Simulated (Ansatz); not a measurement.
## Decaying states in the gap of ScSbSe3

Aim: relax a made-up compound, ScSbSe3, and see how good a tunnel barrier it would be. It is built by putting Sb for Bi, Se for O in the ScBiO3 structure of space group R3c, with the volume rescaled by atomic radii. The parent structure comes from the Materials Project.

Main program and level: Ansatz 0.2.0; PBE DFT, plane waves, PAW files, in the first sound run; inputs show where later runs differ.

The structure was built from a prototype and need not be the compound's stable phase.

## 1. Set-up

The structure is trigonal, space group R3c (No. 161). The conventional cell has a = 6.590 Å, b = 6.590 Å, c = 16.706 Å, α = 90.00°, β = 90.00°, γ = 120.00°. Nearest to Sc lie 6 Se at 2.36 to 2.53 Å. Nearest to Sb lie 6 Se at 2.63 to 2.90 Å. Nearest to Se lie 2 Sc at 2.36 to 2.53 Å and 2 Sb at 2.63 to 2.90 Å. It derives from ScBiO3. Sb for Bi, Se for O in the ScBiO3 structure of space group R3c. Farther neighbours and most contacts between anions are not listed.

## 2. Relaxing the new crystal

The substituted atoms don't fit the parent's cell, so cell and atoms relax together. A small smearing keeps the run stable in case the gap closes on the way.

Contents of input.yaml:

```yaml
crystal:
  lattice:
    - [3.2951719371, 1.9024684049, 5.5687996815]
    - [-3.2951719371, 1.9024684049, 5.5687996815]
    - [0.0, -3.8049368098, 5.5687996815]
  atoms:
    - { symbol: Sc, position: [0.22052, 0.22052, 0.22052] }
    - { symbol: Sc, position: [0.72052, 0.72052, 0.72052] }
    - { symbol: Sb, position: [0.005769, 0.005769, 0.005769] }
    - { symbol: Sb, position: [0.505769, 0.505769, 0.505769] }
    - { symbol: Se, position: [0.427408, 0.878754, 0.045974] }
    - { symbol: Se, position: [0.378754, 0.927408, 0.545974] }
    - { symbol: Se, position: [0.927408, 0.545974, 0.378754] }
    - { symbol: Se, position: [0.878754, 0.045974, 0.427408] }
    - { symbol: Se, position: [0.045974, 0.427408, 0.878754] }
    - { symbol: Se, position: [0.545974, 0.378754, 0.927408] }
kpoints:
  mp_grid: { grid: [4, 4, 4] }
scf:
  occupations: { method: gaussian, width: 0.03 }
hamiltonian:
  xc: pbe
output:
  forces: true
  stress: true
relax:
  f_tol: 0.02
  max_steps: 60
  cell: {}
```

Launch:

```
$ ansatz run input.yaml --threads 2 --pin off --max-ram 4096MiB --backend cpu --events-out ev --progress --plain --runs-dir out
```

Numbers of over 12 decimals in the logs are rounded to 6 here.

What it wrote:

```text
Engine: ansatz 0.2.0, aarch64-unknown-linux-gnu
Pseudopotentials: kind: paw
Pseudopotential: Sc, paw, valence charge 11, recommended cutoff 420 eV (normal), Sc.paw.azcp
Pseudopotential: Sb, paw, valence charge 15, recommended cutoff 420 eV (normal), Sb.paw.azcp
Pseudopotential: Se, paw, valence charge 16, recommended cutoff 420 eV (normal), Se.paw.azcp
Functional definition: PBE
  parameter kappa = 0.804
  parameter beta = 0.066725
  exchange = pbe_x(kappa = kappa, mu = beta*pi^2/3)
  correlation = pbe_c(beta = beta)
Crystal: 10 atoms, lattice volume = 209.464 Å³
Basis set: ecut = 420 eV, 4069 PW (Γ), exchange–correlation on 96×96×96 points (8 copies of the dense FFT grid, shifted against one another)
Bands: 89, of which v1, the nominal top of the filled ones, is band 74 counted from 1 (73 counted from 0)
Symmetry: 6 space group operations
Space group: R3c (ITA 161), of the structure as read, at distance tolerance 5.9e-5 Å
k-points: 13 of 64 (time reversal used)
Non-local potential: Sc, projectors of the file, l = 0: 3, l = 1: 2, l = 2: 3, l = 3: 1
Non-local potential: Sb, projectors of the file, l = 0: 2, l = 1: 2, l = 2: 2, l = 3: 2
Non-local potential: Se, projectors of the file, l = 0: 2, l = 1: 2, l = 2: 3, l = 3: 1
PAW form: soft (Blöchl's): semilocal exchange-correlation on the pseudo side does not see the compensation charge
PAW one-centre angular grid: Sc, 590 points (default); XC on 64 Gauss nodes
PAW one-centre angular grid: Sb, 590 points (default); XC on 64 Gauss nodes
PAW one-centre angular grid: Se, 590 points (default); XC on 64 Gauss nodes
Initial density: superposition of atomic densities (neutral atoms: chi_scale 0, normalization atom), corrected by the library's trained network
Initial wavefunctions: pseudopotential atomic-orbital guess
Functional: x = pbe(κ = 0.804, μ = 0.219515), c = pbe(β = 0.066725)
SCF iter   1: F=—  HF=-50059.263580 eV  |F-HF|=—  |Δ(HF+E_count)|=         —  Δρ=2.03e-3  dr2=7.60e-3  ethr=1.77e-3  ⟨swp⟩=6.0  Hψ=4054  notcnv=0
preconditioner: auto → Resta (q_TF=auto, 2.575 Å⁻¹)  ε∞=5.2  [insulator: Δε(μ)=0.679 eV  Ē_g=9.069 eV  σ=0.030 eV  W_gap=1.00  n_scr=58 (ndim 8)  ℏωp=18.5 eV  f_vac=0.033  D(μ)=0.00/eV (n_scr^D=0)  ε∞_Penn≈5.2]
SCF iter   2: F=—  HF=-50059.263588 eV  |F-HF|=—  |Δ(HF+E_count)|=   8.03e-6  Δρ=1.13e-3  dr2=1.85e-3  ethr=5.13e-6  ⟨swp⟩=2.0  Hψ=1836  notcnv=0  defer=72
SCF iter   3: F=—  HF=-50059.264394 eV  |F-HF|=—  |Δ(HF+E_count)|=   8.05e-4  Δρ=2.91e-4  dr2=1.88e-4  ethr=1.25e-6  ⟨swp⟩=2.1  Hψ=1380  notcnv=0  defer=72
SCF iter   4: F=—  HF=-50059.264427 eV  |F-HF|=—  |Δ(HF+E_count)|=   3.37e-5  Δρ=7.82e-5  dr2=1.72e-5  ethr=1.27e-7  ⟨swp⟩=2.2  Hψ=1809  notcnv=0  defer=72
SCF iter   5: F=—  HF=-50059.264346 eV  |F-HF|=—  |Δ(HF+E_count)|=   8.10e-5  Δρ=3.34e-5  dr2=2.93e-6  ethr=1.16e-8  ⟨swp⟩=2.0  Hψ=1998  notcnv=0  defer=72
SCF iter   6: F=—  HF=-50059.264347 eV  |F-HF|=—  |Δ(HF+E_count)|=   6.68e-7  Δρ=1.41e-5  dr2=4.73e-7  ethr=1.98e-9  ⟨swp⟩=2.0  Hψ=1998  notcnv=0  defer=72
SCF iter   7: F=-50059.264347 eV  HF=-50059.264347 eV  |F-HF|=6.69e-8  |Δ(HF+E_count)|=   3.37e-7  Δρ=4.43e-6  dr2=4.84e-8  ethr=6.76e-11  ⟨swp⟩=4.1  Hψ=4070  notcnv=0
SCF 1 converged in 7 iterations: F = -50059.264347 eV  dr2 = 4.84e-8
  greatest PAW one-centre occupation: 1.000 electrons in one spin orbital (limit 2), on the Se atom at site 6 (counted from 0), in its partial waves of l = 2
relax step   1: F+E_penalty+E_count = -50059.26434734 eV  Δ(F+E_penalty+E_count) = +0.000e0 eV  max|allowed force component| = 1.310e0 eV/Å  Δτ_max = 0.0000 Å  P = +27.096 GPa  Ω = 209.464 Å³  (7 SCF iters, dr2 threshold 1.00e-7 eV, accepted)
Crystal: 10 atoms, lattice volume = 239.742 Å³
Basis set: ecut = 420 eV, 4705 PW (Γ), exchange–correlation on 96×96×96 points (8 copies of the dense FFT grid, shifted against one another)
Initial density: handed on by an earlier stage of this run
Initial wavefunctions: those handed on with the density
iter 1 solved again at ethr=9.90e-4 eV; its pass at ethr=3.10e-3 eV (dr2=1.47e0 eV) is discarded
SCF iter   1: F=—  HF=-50063.249944 eV  |F-HF|=—  |Δ(HF+E_count)|=         —  Δρ=1.48e-2  dr2=1.47e0  ethr=9.90e-4  ⟨swp⟩=1.6  Hψ=5735  notcnv=0
preconditioner: auto → Resta (q_TF=auto, 2.518 Å⁻¹)  ε∞=5.0  [insulator: Δε(μ)=0.898 eV  Ē_g=8.639 eV  σ=0.030 eV  W_gap=1.00  n_scr=58 (ndim 8)  ℏωp=17.3 eV  f_vac=0.067  D(μ)=0.00/eV (n_scr^D=0)  ε∞_Penn≈5.0]
SCF iter   2: F=—  HF=-50062.904398 eV  |F-HF|=—  |Δ(HF+E_count)|=   3.46e-1  Δρ=5.09e-3  dr2=1.52e-1  ethr=9.90e-4  ⟨swp⟩=3.8  Hψ=1728  notcnv=0
SCF iter   3: F=—  HF=-50062.871264 eV  |F-HF|=—  |Δ(HF+E_count)|=   3.31e-2  Δρ=2.42e-3  dr2=2.05e-2  ethr=1.03e-4  ⟨swp⟩=3.2  Hψ=1707  notcnv=0  defer=30
SCF iter   4: F=—  HF=-50062.869063 eV  |F-HF|=—  |Δ(HF+E_count)|=   2.20e-3  Δρ=6.23e-4  dr2=1.94e-3  ethr=1.38e-5  ⟨swp⟩=2.0  Hψ=2262  notcnv=0  defer=36
SCF iter   5: F=—  HF=-50062.869159 eV  |F-HF|=—  |Δ(HF+E_count)|=   9.59e-5  Δρ=2.64e-4  dr2=2.51e-4  ethr=1.31e-6  ⟨swp⟩=2.0  Hψ=2057  notcnv=0  defer=36
SCF iter   6: F=—  HF=-50062.869215 eV  |F-HF|=—  |Δ(HF+E_count)|=   5.68e-5  Δρ=1.19e-4  dr2=5.57e-5  ethr=1.69e-7  ⟨swp⟩=2.0  Hψ=2057  notcnv=0  defer=36
SCF iter   7: F=—  HF=-50062.869241 eV  |F-HF|=—  |Δ(HF+E_count)|=   2.51e-5  Δρ=6.69e-5  dr2=1.90e-5  ethr=3.76e-8  ⟨swp⟩=2.0  Hψ=2083  notcnv=0  defer=36
SCF iter   8: F=-50062.869238 eV  HF=-50062.869238 eV  |F-HF|=1.35e-7  |Δ(HF+E_count)|=   2.55e-6  Δρ=1.04e-5  dr2=4.00e-7  ethr=6.76e-10  ⟨swp⟩=3.0  Hψ=5132  notcnv=0
SCF 2 converged in 8 iterations: F = -50062.869238 eV  dr2 = 4.00e-7
  greatest PAW one-centre occupation: 1.000 electrons in one spin orbital (limit 2), on the Se atom at site 4 (counted from 0), in its partial waves of l = 2
relax step   2: F+E_penalty+E_count = -50062.86923815 eV  Δ(F+E_penalty+E_count) = -3.605e0 eV  max|allowed force component| = 7.883e-1 eV/Å  Δτ_max = 0.0504 Å  P = +9.214 GPa  Ω = 239.742 Å³  energy of the carried Pulay correction = -5.202e-3 eV  (8 SCF iters, dr2 threshold 1.00e-6 eV, accepted)
Crystal: 10 atoms, lattice volume = 262.297 Å³
Basis set: ecut = 420 eV, 5151 PW (Γ), exchange–correlation on 96×96×96 points (8 copies of the dense FFT grid, shifted against one another)
iter 1 solved again at ethr=9.27e-4 eV; its pass at ethr=3.10e-3 eV (dr2=1.37e0 eV) is discarded
SCF iter   1: F=—  HF=-50064.520373 eV  |F-HF|=—  |Δ(HF+E_count)|=         —  Δρ=1.77e-2  dr2=1.39e0  ethr=9.27e-4  ⟨swp⟩=1.1  Hψ=6371  notcnv=0
[...]
[... from here on, the SCF cycles and remarks between the steps are left out ...]
relax step   4: F+E_penalty+E_count = -50064.30671078 eV  Δ(F+E_penalty+E_count) = -1.270e-1 eV  max|allowed force component| = 2.020e-1 eV/Å  Δτ_max = 0.0615 Å  P = -0.217 GPa  Ω = 272.554 Å³  energy of the carried Pulay correction = -1.011e-2 eV  (8 SCF iters, dr2 threshold 1.00e-6 eV, accepted)
relax step   5: F+E_penalty+E_count = -50064.32467603 eV  Δ(F+E_penalty+E_count) = -1.797e-2 eV  max|allowed force component| = 1.290e-1 eV/Å  Δτ_max = 0.0269 Å  P = -0.221 GPa  Ω = 272.319 Å³  energy of the carried Pulay correction = -1.007e-2 eV  (6 SCF iters, dr2 threshold 1.00e-6 eV, accepted)
relax step   6: F+E_penalty+E_count = -50064.33068391 eV  Δ(F+E_penalty+E_count) = -6.008e-3 eV  max|allowed force component| = 8.659e-2 eV/Å  Δτ_max = 0.0088 Å  P = -0.010 GPa  Ω = 271.764 Å³  energy of the carried Pulay correction = -9.997e-3 eV  (5 SCF iters, dr2 threshold 1.00e-6 eV, accepted)
relax step   7: F+E_penalty+E_count = -50064.33533103 eV  Δ(F+E_penalty+E_count) = -4.647e-3 eV  max|allowed force component| = 3.250e-2 eV/Å  Δτ_max = 0.0107 Å  P = +0.112 GPa  Ω = 272.076 Å³  energy of the carried Pulay correction = -1.004e-2 eV  (6 SCF iters, dr2 threshold 4.69e-7 eV, accepted)
relax step   8: F+E_penalty+E_count = -50064.33668215 eV  Δ(F+E_penalty+E_count) = -1.351e-3 eV  max|allowed force component| = 6.213e-2 eV/Å  Δτ_max = 0.0211 Å  P = -0.100 GPa  Ω = 273.829 Å³  energy of the carried Pulay correction = -1.028e-2 eV  (7 SCF iters, dr2 threshold 6.60e-8 eV, accepted)
relax step   9: F+E_penalty+E_count = -50064.33853721 eV  Δ(F+E_penalty+E_count) = -1.855e-3 eV  max|allowed force component| = 1.026e-2 eV/Å  Δτ_max = 0.0224 Å  P = -0.006 GPa  Ω = 274.360 Å³  energy of the carried Pulay correction = -1.036e-2 eV  (7 SCF iters, dr2 threshold 2.41e-7 eV, accepted)
relax step  10: F+E_penalty+E_count = -50064.35491913 eV  Δ(F+E_penalty+E_count) = -1.638e-2 eV  max|allowed force component| = 1.011e-2 eV/Å  Δτ_max = 0.0000 Å  P = +0.113 GPa  Ω = 274.360 Å³  stress off target by 2.17e-1 GPa  SCF on the basis re-selected at this cell (its energy is not comparable with the rows above)  (9 SCF iters)
relax step  11: F+E_penalty+E_count = -50064.35584264 eV  Δ(F+E_penalty+E_count) = -9.235e-4 eV  max|allowed force component| = 6.366e-3 eV/Å  Δτ_max = 0.0147 Å  P = -0.051 GPa  Ω = 275.873 Å³  energy of the carried Pulay correction = -1.663e-4 eV  (7 SCF iters, dr2 threshold 1.17e-7 eV, accepted)
relax step  12: F+E_penalty+E_count = -50064.35591982 eV  Δ(F+E_penalty+E_count) = -7.718e-5 eV  max|allowed force component| = 8.885e-4 eV/Å  Δτ_max = 0.0015 Å  P = +0.010 GPa  Ω = 275.629 Å³  energy of the carried Pulay correction = -1.397e-4 eV  (6 SCF iters, dr2 threshold 7.83e-9 eV, accepted)
iter 1 solved again at ethr=5.94e-8 eV; its pass at ethr=3.10e-3 eV (dr2=8.79e-5 eV) is discarded
SCF iter   1: F=—  HF=-50064.351835 eV  |F-HF|=—  |Δ(HF+E_count)|=         —  Δρ=2.29e-4  dr2=3.32e-6  ethr=5.94e-8  ⟨swp⟩=3.0  Hψ=6967  notcnv=0
preconditioner: auto → Resta (q_TF=auto, 2.460 Å⁻¹)  ε∞=5.3  [insulator: Δε(μ)=1.065 eV  Ē_g=7.770 eV  σ=0.030 eV  W_gap=1.00  n_scr=64 (ndim 8)  ℏωp=16.1 eV  f_vac=0.097  D(μ)=0.00/eV (n_scr^D=0)  ε∞_Penn≈5.3]
SCF iter   2: F=—  HF=-50064.354953 eV  |F-HF|=—  |Δ(HF+E_count)|=   3.12e-3  Δρ=1.16e-4  dr2=7.66e-7  ethr=2.24e-9  ⟨swp⟩=2.2  Hψ=1500  notcnv=0
SCF iter   3: F=—  HF=-50064.356069 eV  |F-HF|=—  |Δ(HF+E_count)|=   1.12e-3  Δρ=6.99e-6  dr2=1.02e-8  ethr=5.18e-10  ⟨swp⟩=2.2  Hψ=1501  notcnv=0
SCF iter   4: F=—  HF=-50064.356073 eV  |F-HF|=—  |Δ(HF+E_count)|=   3.96e-6  Δρ=1.03e-6  dr2=2.95e-9  ethr=6.91e-12  ⟨swp⟩=2.0  Hψ=2093  notcnv=0
SCF iter   5: F=—  HF=-50064.356073 eV  |F-HF|=—  |Δ(HF+E_count)|=   4.61e-8  Δρ=3.94e-7  dr2=1.09e-9  ethr=1.99e-12  ⟨swp⟩=2.0  Hψ=2093  notcnv=0
SCF iter   6: F=—  HF=-50064.356073 eV  |F-HF|=—  |Δ(HF+E_count)|=   3.70e-9  Δρ=2.17e-7  dr2=3.51e-10  ethr=1.00e-12  ⟨swp⟩=2.0  Hψ=1369  notcnv=0
SCF iter   7: F=-50064.356073 eV  HF=-50064.356073 eV  |F-HF|=4.37e-11  |Δ(HF+E_count)|=  3.78e-10  Δρ=7.12e-8  dr2=3.90e-11  ethr=1.00e-12  ⟨swp⟩=3.0  Hψ=3723  notcnv=0
SCF 13 converged in 7 iterations: F = -50064.356073 eV  dr2 = 3.90e-11
relax step  13: F+E_penalty+E_count = -50064.35607341 eV  Δ(F+E_penalty+E_count) = -1.536e-4 eV  max|allowed force component| = 8.777e-4 eV/Å  Δτ_max = 0.0000 Å  P = +0.010 GPa  Ω = 275.629 Å³  stress off target by 1.29e-2 GPa  SCF on the basis re-selected at this cell (its energy is not comparable with the rows above)  (7 SCF iters)
basis re-selected at this cell: Δ(F+E_penalty+E_count) = -1.536e-4 eV, ΔP = -0.000 GPa vs the last step (what re-selecting the basis moved, of the pressure what is left beyond the Pulay correction that the steps carried, after the strain that the cell walked since its last selection, with what the two solves' SCF thresholds leave and, on support functions, any second-order correction that the steps lacked; it is no m [...]
SCF converged after 7 iterations
Free energy (F): -50064.356073 eV
Harris-Foulkes:  -50064.356073 eV  (|F-HF|=4.37e-11)
Internal energy: -50064.356073 eV  (E = F + TS)
E sigma→0 (E₀):  -50064.356073 eV
Fermi energy:    7.992587 eV
--- Per-component energies (eV) ---
  E_band       = -3108.734760
  E_kinetic    = 1645.320698
  E_local      = -20903.111692  (includes V_loc(G=0)·N_el)
  E_nonlocal   = -2693.177588
  E_hartree    = 9890.061997
  E_xc         = -1113.078591
  E_vxc        = -1042.461456  (∫ρ·V_xc dr)
  E_paw        = -22522.720802  (= ΣΔE_a)
  E_vpaw       = 104.574391  (= ΣTr[D̂ρ^β])
  E_aug_tail   = -0.003564  (compensation charges beyond the density's cutoff)
  E_ewald      = -14367.646531
  E_smearing   = -0.000000  (= −TS)
  E_closure    = -0.000000  (closes the sum)
  Σ components = -50064.356073   (vs F -50064.356073, Δ=0.00e0)
--- Forces (eV/Å), atoms counted from 1 ---
  atom   1  Sc    -0.00000000     0.00000000    -0.00014799
  atom   2  Sc     0.00000000     0.00000000    -0.00014799
  atom   3  Sb    -0.00000000     0.00000000    -0.00003797
  atom   4  Sb     0.00000000    -0.00000000    -0.00003797
  atom   5  Se     0.00076368    -0.00043261     0.00006214
  atom   6  Se    -0.00076368    -0.00043261     0.00006214
  atom   7  Se     0.00000719     0.00087767     0.00006214
  atom   8  Se    -0.00075649    -0.00044506     0.00006214
  atom   9  Se    -0.00000719     0.00087767     0.00006214
  atom  10  Se     0.00075649    -0.00044506     0.00006214
  max |Σ_I F_I| component: 8.97e-7 eV/Å
--- Stress (GPa, compression-positive) ---
        0.012853       0.000000      -0.000000
        0.000000       0.012853       0.000000
       -0.000000       0.000000       0.004282
  P = ⅓ Tr σ = 0.0100 GPa (0.100 kbar)
--- Relaxed structure (11 steps of the walk, 11 accepted, 2 SCFs on fresh bases) ---
  F+E_penalty+E_count = -50064.35607341 eV   max|allowed force component| = 8.777e-4 eV/Å   (the final SCF, on the basis selected at the relaxed cell)
  cell:  # Å, volume = 275.6288 Å³
    - [3.554920, 2.052434, 6.296140]
    - [-3.554920, 2.052434, 6.296140]
    - [1.7206551554724013e-16, -4.104868, 6.296140]
  atoms:
    - { symbol: Sc, position: [0.207973, 0.207973, 0.207973] }
    - { symbol: Sc, position: [0.707973, 0.707973, 0.707973] }
    - { symbol: Sb, position: [0.022956, 0.022956, 0.022956] }
    - { symbol: Sb, position: [0.522956, 0.522956, 0.522956] }
    - { symbol: Se, position: [0.435287, 0.837833, 0.074376] }
    - { symbol: Se, position: [0.337833, 0.935287, 0.574376] }
    - { symbol: Se, position: [0.935287, 0.574376, 0.337833] }
    - { symbol: Se, position: [0.837833, 0.074376, 0.435287] }
    - { symbol: Se, position: [0.074376, 0.435287, 0.837833] }
    - { symbol: Se, position: [0.574376, 0.337833, 0.935287] }
```

Wall time 2.8 min (2 threads of Arm Neoverse V1, shared host); peak memory 0.74 GiB.

Relaxation path:

```tsv
step	energy less that of the first step (eV)	largest force component (eV/Å)	pressure (GPa)	volume (Å³)
1	0.0000	1.3102	27.10	209.46
2	-3.6049	0.7883	9.21	239.74
3	-4.9153	0.4137	1.88	262.30
4	-5.0424	0.2020	-0.22	272.55
5	-5.0603	0.1290	-0.22	272.32
6	-5.0663	0.0866	-0.01	271.76
7	-5.0710	0.0325	0.11	272.08
8	-5.0723	0.0621	-0.10	273.83
9	-5.0742	0.0103	-0.01	274.36
10*	-5.0906	0.0101	0.11	274.36
11	-5.0915	0.0064	-0.05	275.87
12	-5.0916	0.0009	0.01	275.63
13*	-5.0917	0.0009	0.01	275.63
```

Relaxation steps marked * repeat the geometry before them on a plane-wave basis chosen anew for their cell, so energy and pressure can jump there.

The run keeps the 6 symmetry operations that it works with, so distortions that break them were not tested.

```tsv
cell as run	before	after	change
a (Å)	6.745	7.516	+11.4 %
b (Å)	6.745	7.516	+11.4 %
c (Å)	6.745	7.516	+11.4 %
α (°)	58.49	56.46	-3.5 %
β (°)	58.49	56.46	-3.5 %
γ (°)	58.49	56.46	-3.5 %
volume (Å³/atom)	20.95	27.56	+31.6 %
```

The atoms that moved most (Å, as changes of fractional coordinates times the final cell):

```tsv
atom	dx	dy	dz	length
Sb4	0.000	0.000	0.325	0.325
Sb3	0.000	0.000	0.325	0.325
Se7	-0.073	0.242	-0.029	0.255
Se6	-0.173	-0.184	-0.029	0.255
Se10	0.246	-0.058	-0.029	0.255
Se5	0.173	-0.184	-0.029	0.255
Se9	0.073	0.242	-0.029	0.255
Se8	-0.246	-0.058	-0.029	0.255
```

The relaxed structure:

```cif
data_structure
_symmetry_space_group_name_H-M 'P 1'
_symmetry_Int_Tables_number 1
_cell_length_a 7.5161
_cell_length_b 7.5161
_cell_length_c 7.5161
_cell_angle_alpha 56.455
_cell_angle_beta 56.455
_cell_angle_gamma 56.455
_cell_volume 275.63
loop_
_atom_site_label
_atom_site_type_symbol
_atom_site_fract_x
_atom_site_fract_y
_atom_site_fract_z
_atom_site_occupancy
Sc1 Sc 0.20797 0.20797 0.20797 1
Sc2 Sc 0.70797 0.70797 0.70797 1
Sb3 Sb 0.02296 0.02296 0.02296 1
Sb4 Sb 0.52296 0.52296 0.52296 1
Se5 Se 0.43529 0.83783 0.07438 1
Se6 Se 0.33783 0.93529 0.57438 1
Se7 Se 0.93529 0.57438 0.33783 1
Se8 Se 0.83783 0.07438 0.43529 1
Se9 Se 0.07438 0.43529 0.83783 1
Se10 Se 0.57438 0.33783 0.93529 1
```

Numbers from this step:

| Item | Value |
| --- | --- |
| free energy | -50064.3561 eV |
| Fermi energy | 7.993 eV |
| pressure | 0.009996 GPa |

The largest force component on a free atom ends at 8.8e-4 eV/Å.

(Part 1 of 3 ends here.)

[Logs are printed without paths, hosts, clocks, repeated set-up lines and the standing remarks that a program may print on its own settings, such as how far it seeks lower states.]

[Hosts, paths, dates, database ids (printed as entryN), source tags and the programs' standing remarks are cut or masked in the printed files.]
